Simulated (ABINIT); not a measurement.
# CsPbCl3 (Pm-3m): G0W0 in ABINIT against the exchange cutoff

How does the gap of CsPbCl3 (Pm-3m) converge in the exchange cutoff?

Calculated with ABINIT 10.8.3; PBE and many-body steps on it, plane waves.

Report form: the programs' logs are mostly left out.

## (1) Set-up

The structure is cubic, space group Pm-3m (No. 221). Conventional cell: a = 5.605 Å, b = 5.605 Å, c = 5.605 Å, α = 90.00°, β = 90.00°, γ = 90.00°. Nearest to Cs lie 12 Cl at 3.96 Å. Pb has 6 Cl at 2.80 Å nearest. Cl has 2 Pb at 2.80 Å and 4 Cs at 3.96 Å nearest. Farther neighbours and most contacts between anions are not listed.

The cell and positions come from the Crystallography Open Database and are kept as given unless a step says otherwise. Spin-orbit coupling is left out unless a step names it.

## (2) Screening, 2×2×2 mesh, 154 bands, screening to 130.6 eV

This step: ABINIT 10.8.3; RPA screening on PBE, plane waves, norm-conserving pseudopotentials.

The RPA dielectric matrix is built and inverted for each q.

Contents of run.abi:

```
acell 3*1.0 Angstrom
rprim 
  5.605000000000 0.000000000000 0.000000000000
  0.000000000000 5.605000000000 0.000000000000
  0.000000000000 0.000000000000 5.605000000000
ntypat 3
znucl 55 82 17
natom 5
typat 1 2 3 3 3
xred 
  0.000000000000 0.000000000000 0.000000000000
  0.500000000000 0.500000000000 0.500000000000
  0.500000000000 0.500000000000 0.000000000000
  0.000000000000 0.500000000000 0.500000000000
  0.500000000000 0.000000000000 0.500000000000
pp_dirpath "pseudos"
pseudos "Cs.upf, Pb.upf, Cl.upf"
ecut 25
ngkpt 2 2 2
nshiftk 1
shiftk 0 0 0
kptopt 1
chksymbreak 0
istwfk *1
occopt 1
irdwfk 1
optdriver 3
nband 154
ecuteps 4.8
inclvkb 2
awtr 1
symchi 1
indata_prefix "in"
outdata_prefix "out"
tmpdata_prefix "tmp"
```

Started as:

```
$ OMP_NUM_THREADS=1 mpirun -n 8 abinit run.abi > log
```

Wall time 9.6 s (8 MPI ranks of AMD EPYC 9R45, shared host); peak memory 2.2 GiB; 75 s of CPU time.

Numbers from this step:

- ε∞ with local fields, on this mesh, along the program's q direction: 7.168
- the same without local fields: 8.277
- plasma frequency: 18.56 eV
- plane waves in the screening matrix: 619

Local fields lower ε∞ by 13 %. On a Γ-centred mesh this coarse the value itself is usually too large, while a short band sum pulls it down.

## (3) 2.5 Ha

This step: G0W0 on PBE, plane waves, norm-conserving pseudopotentials.

Changes to run.abi since step 2:

```diff
@@ -26,8 +26,17 @@
 irdwfk 1
-optdriver 3
+optdriver 4
 nband 154
+gwcalctyp 0
+ecutsigx 2.5
+symsigma 1
+nkptgw 2
+kptgw 
+  0.5000000000 0.5000000000 0.5000000000
+  0.0000000000 0.0000000000 0.0000000000
+bdgw 
+  19 25
+  20 25
 ecuteps 4.8
-inclvkb 2
-awtr 1
-symchi 1
+irdscr 1
+ppmodel 1
 indata_prefix "in"
```

The job ended after 4.5 s (8 MPI ranks; peak memory 1.2 GiB).

This step gave:

```
G0W0 gap on the points computed              : 2.192 eV
starting gap on the mesh                     : 1.933 eV
k of the valence top                         : 0.5, 0.5, 0.5
k of the conduction bottom                   : 0.5, 0.5, 0.5
Z at the valence top                         : 0.796
Z at the conduction bottom                   : 0.821
least direct G0W0 gap on the computed points : 2.192 eV
```

## (4) 5 Ha

Changes to run.abi since step 3:

```diff
@@ -29,3 +29,3 @@
 gwcalctyp 0
-ecutsigx 2.5
+ecutsigx 5
 symsigma 1
```

Wall time 13 s (8 MPI ranks); peak memory 2.2 GiB; 1.7 min of CPU time.

This step gave:

```
G0W0 gap on the points computed              : 2.934 eV
starting gap on the mesh                     : 1.933 eV
k of the valence top                         : 0.5, 0.5, 0.5
k of the conduction bottom                   : 0.5, 0.5, 0.5
Z at the valence top                         : 0.791
Z at the conduction bottom                   : 0.82
least direct G0W0 gap on the computed points : 2.934 eV
```

## (5) 10 Ha

The self-energy is evaluated for the states that the input lists, and the levels follow from it, in one-shot runs by the linearised quasiparticle equation.

Changes to run.abi since step 4:

```diff
@@ -29,3 +29,3 @@
 gwcalctyp 0
-ecutsigx 5
+ecutsigx 10
 symsigma 1
```

Run time: 13 s. Hardware: 8 MPI ranks; peak memory 2.3 GiB; 1.8 min of CPU time.

Numbers from this step:

* G0W0 gap on the points computed: 3.078 eV
* starting gap on the mesh: 1.933 eV
* k of the valence top: 0.5, 0.5, 0.5
* k of the conduction bottom: 0.5, 0.5, 0.5
* least direct G0W0 gap on the computed points: 3.078 eV

The gap on the mesh goes from 1.93 eV to 3.08 eV, a correction of +1.14 eV.

## (6) 17.5 Ha

Changes to run.abi since step 5:

```diff
@@ -29,3 +29,3 @@
 gwcalctyp 0
-ecutsigx 10
+ecutsigx 17.5
 symsigma 1
```

Run time: 13 s. Hardware: 8 MPI ranks; peak memory 2.3 GiB.

This step gave:

* G0W0 gap on the points computed: 3.08 eV
* starting gap on the mesh: 1.933 eV
* k of the valence top: 0.5, 0.5, 0.5
* k of the conduction bottom: 0.5, 0.5, 0.5
* least direct G0W0 gap on the computed points: 3.08 eV

Against the run before, the gap moves by +0.002 eV.

## (7) 25 Ha

Changes to run.abi since step 6:

```diff
@@ -29,3 +29,3 @@
 gwcalctyp 0
-ecutsigx 17.5
+ecutsigx 25
 symsigma 1
```

The job ended after 14 s (8 MPI ranks; peak memory 2.4 GiB).

This step gave:

```yaml
g0w0_gap_on_the_points_computed: 3.08 eV
starting_gap_on_the_mesh: 1.933 eV
k_of_the_valence_top: 0.5, 0.5, 0.5
k_of_the_conduction_bottom: 0.5, 0.5, 0.5
least_direct_g0w0_gap_on_the_computed_points: 3.08 eV
```

Against the run before, the gap moves by +0.000 eV.

## (8) Side by side

Times are wall times on 8 MPI ranks of AMD EPYC 9R45, shared host, good to a factor of about two. A run's time includes the screening step that it read.

```
    run   mesh  bands  screening cutoff (eV)  DFT gap (eV)  gap on the mesh (eV)  direct (eV)  ε∞ used  time
 2.5 Ha  2×2×2    154                  130.6         1.933                 2.192        2.192     7.17  14 s
   5 Ha  2×2×2    154                  130.6         1.933                 2.934        2.934     7.17  23 s
  10 Ha  2×2×2    154                  130.6         1.933                 3.078        3.078     7.17  23 s
17.5 Ha  2×2×2    154                  130.6         1.933                 3.080        3.080     7.17  23 s
  25 Ha  2×2×2    154                  130.6         1.933                 3.080        3.080     7.17  23 s
```

## (9) Results

* 2.5 Ha: 2.192 eV
* 5 Ha: 2.934 eV
* 10 Ha: 3.078 eV
* 17.5 Ha: 3.080 eV
* 25 Ha: 3.080 eV
* known limits: not at the basis limit; exchange with frozen shells missing; no spin-orbit coupling; coarse k mesh

What this shows: The setting moved: exchange cutoff. From 2.5 Ha to 25 Ha the gap moves by +0.89 eV. It holds to 0.03 eV from 10 Ha on. Bands and screening cutoff are coupled, so a series along one setting does not show full convergence. Below the screening cutoff the correlation part is cut too. Bands and cutoff are finite, so the gap is not at the basis limit. The miss can reach some tenths of an eV and take either sign; the mesh is an error of its own. In the G0W0 runs levels were corrected at 2 k points alone, so a gap called «on the mesh» is the least over those, and an edge elsewhere would be missed. The 2×2×2 mesh is coarse for this cell, which bears on the long-range parts of exchange and screening. Where an edge is built on 6p states of lead, bismuth or thallium, scalar-relativistic gaps usually stand too wide, by a few tenths to over one eV. This is the ideal cubic cell; many perovskites, halides above all, are cubic only on average, and local tilts or off-centring can widen the gap. The norm-conserving file of at least one element keeps a d shell over frozen s and p shells of the same row. Exchange with those shells is missing from the self-energy, an error of 0.3 to 0.9 eV in cases checked, whose sign depends on which edge lies on those atoms. The many-body steps are scalar-relativistic: spin-orbit coupling is not in them.

[Paths, hosts, dates, memory and timing lines, banners, echoed tables and standing remarks are left out of the program output.]

[Logs are printed without paths, hosts, clocks, repeated set-up lines and the standing remarks that a program may print on its own settings, such as how far it seeks lower states.]

[Runs of the session that timed out or met a known fault of the program may be left out.]

[Hosts, paths, dates, database ids (printed as entryN), source tags and the programs' standing remarks are cut or masked in the printed files.]

[G0W0 gaps are taken among the corrected bands and points alone; a level outside them can change the order at an edge.]

[Where Ansatz stands beside ABINIT at settings called matched, ABINIT's density can come from a denser mesh and the files from another edition; pairs whose starting gaps differed by over 0.03 eV were left out, so agreement reads better than it is.]
